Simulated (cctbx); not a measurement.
**Interatomic vectors of Li4MnCr3S8**

Space group C2/m (no. 12), a = 12.8213 Å, b = 7.2370 Å, c = 7.2120 Å, α = 90.00°, β = 124.23°, γ = 90.00°, content Mn2 Cr6 S16 Li8.

Simulated single-crystal data (cctbx): Cu Kα, λ = 1.54184 Å, to d = 0.83 Å, 95 % of the full sphere, strongest reflection 5000 counts, noise from counting, a 1.5 % proportional error and a noise floor of 8 counts (s.d.); no absorption.

Patterson synthesis, origin scaled to 1000:

```text
Patterson group C 1 2/m 1
      u       v       w   height  length (A)
  0.000   0.000   0.000   1000.0     0.00
  0.250   0.250   0.000    913.2     3.68
  0.000   0.500   0.000    909.6     3.62
  0.243   0.500   0.230    665.2     4.44
  0.247   0.000   0.236    659.7     2.62
  0.008   0.250   0.771    657.1     2.49
  0.000   0.000   0.500    391.9     3.61
  0.250   0.250   0.500    377.4     3.68
  0.000   0.500   0.500    328.1     5.11
  0.005   0.119   0.132      9.1     1.26
  0.253   0.132   0.131      9.0     2.98
  0.246   0.132   0.869      8.4     3.88
  0.004   0.380   0.132      6.9     2.90
  0.135   0.248   0.876     -0.3     2.96
```

Q: Assign the vectors.

A peak at u stands for all pairs with xi − xj = u, with weight Σ ZiZj against Σ Z² = 8874 at the origin. Peak heights follow these weights only roughly, since form factors, motion and series ripples differ, all vectors within 0.55 Å of a peak are counted as merged into it though the farther ones add only part of their weight, and F(000) is left out, which lowers the whole map:

| u | v | w | shortest length (Å) | height | 1000 ΣZiZj/ΣZ² | pairs in the cell |
| --- | --- | --- | --- | --- | --- | --- |
| 0.250 | 0.250 | 0.000 | 3.68 | 913 | 1000 | 16 × S–S, 4 × Mn–Cr, 4 × Cr–Cr, 8 × Li–Li |
| 0.000 | 0.500 | 0.000 | 3.62 | 910 | 1000 | 16 × S–S, 4 × Mn–Cr, 4 × Cr–Cr, 8 × Li–Li |
| 0.243 | 0.500 | 0.230 | 4.44 | 665 | 786 | 12 × Cr–S, 4 × Mn–S, 16 × S–Li |
| 0.247 | 0.000 | 0.236 | 2.62 | 660 | 786 | 12 × Cr–S, 4 × Mn–S, 16 × S–Li |
| 0.008 | 0.250 | 0.771 | 2.49 | 657 | 786 | 12 × Cr–S, 4 × Mn–S, 16 × S–Li |
| 0.000 | 0.000 | 0.500 | 3.61 | 392 | 593 | 16 × S–S, 12 × Cr–Li, 4 × Mn–Li |
| 0.250 | 0.250 | 0.500 | 3.68 | 377 | 593 | 16 × S–S, 12 × Cr–Li, 4 × Mn–Li |
| 0.000 | 0.500 | 0.500 | 5.11 | 328 | 593 | 16 × S–S, 12 × Cr–Li, 4 × Mn–Li |

The table stops at ten peaks or at a height of 45, below which ripples compete. In the model behind the data Mn, the heaviest element, has 1 independent site: (0, 0, 1/2), up to an allowed shift of origin. No listed peak is a Mn–Mn vector, so the position follows from the cell content and the cross vectors. Elements of similar Z can't be told apart from the map alone. The whole model:

| atom | mult. | x | y | z | Ueq (Å²) |
| --- | --- | --- | --- | --- | --- |
| Mn1 | 2 | 0 | 0 | 1/2 | 0.0180 |
| Cr1 | 2 | 0 | 1/2 | 1/2 | 0.0240 |
| Cr2 | 4 | 3/4 | 3/4 | 1/2 | 0.0291 |
| S1 | 4 | 0.7351 | 0 | 0.2503 | 0.0240 |
| S2 | 8 | 0.5140 | 0.2552 | 0.2776 | 0.0380 |
| S3 | 4 | 0.7654 | 1/2 | 0.2790 | 0.0270 |
| Li1 | 2 | 0 | 0 | 0 | 0.0369 |
| Li2 | 4 | 3/4 | 1/4 | 0 | 0.0348 |
| Li3 | 2 | 0 | 1/2 | 0 | 0.0638 |

This is a model crystal, built by substitution and not relaxed, with assumed displacement parameters.

[Logs are printed without paths, hosts, clocks, repeated set-up lines and the standing remarks that a program may print on its own settings, such as how far it seeks lower states.]
